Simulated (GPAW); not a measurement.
```cif
data_bias
_symmetry_space_group_name_H-M 'P 1'
_symmetry_Int_Tables_number 1
_cell_length_a 3.8825
_cell_length_b 3.8825
_cell_length_c 12.5000
_cell_angle_alpha 90.000
_cell_angle_beta 90.000
_cell_angle_gamma 120.000
_cell_volume 163.18
loop_
_atom_site_label
_atom_site_type_symbol
_atom_site_fract_x
_atom_site_fract_y
_atom_site_fract_z
_atom_site_occupancy
As1 As 0.33333 0.66667 0.43820 1
Bi2 Bi 0.66667 0.33333 0.56180 1
_calc_subject 'BiAs (buckled honeycomb monolayer): G0W0 with GPAW, start to end'
_calc_method 'DFT, LDA, plane waves, PAW (and 1 further level or step)'
_calc_program 'GPAW 26.7.0'
_calc_settings_of_one_run 'cutoff 550 eV, GPAW PAW setups 1.2.1 data release, 9×9×1 k-mesh'
_calc_notes 'Values taken over the cell’s volume include its vacuum. The start is a generated structure, not a measured one. Limits: no spin-orbit coupling. Only 1 of the mesh’s irreducible points was corrected, so a valley elsewhere could overtake. Bands and cutoff are finite, so the gap is not at the basis limit. The miss can reach some tenths of an eV and take either sign; the mesh is an error of its own.'
_calc_lda_gap '1.14 eV, indirect (only 21 meV under the direct gap)'
_calc_g0w0_gap_on_the_mesh '2.03 eV'
_calc_g0w0_gap_over_the_zone_rigid_shift '2.01 eV'
_calc_gw_settings '6×6×1 mesh, 123 bands, screening to 48 eV, full frequency, Hilbert transform'
_calc_known_limits 'not at the basis limit; no spin-orbit coupling'
```

[Paths, hosts, dates, memory and timing lines, banners, echoed tables and standing remarks are left out of the program output.]

[Logs are printed without paths, hosts, clocks, repeated set-up lines and the standing remarks that a program may print on its own settings, such as how far it seeks lower states.]

[Runs of the session that timed out or met a known fault of the program may be left out.]

[Hosts, paths, dates, database ids (printed as entryN), source tags and the programs' standing remarks are cut or masked in the printed files.]
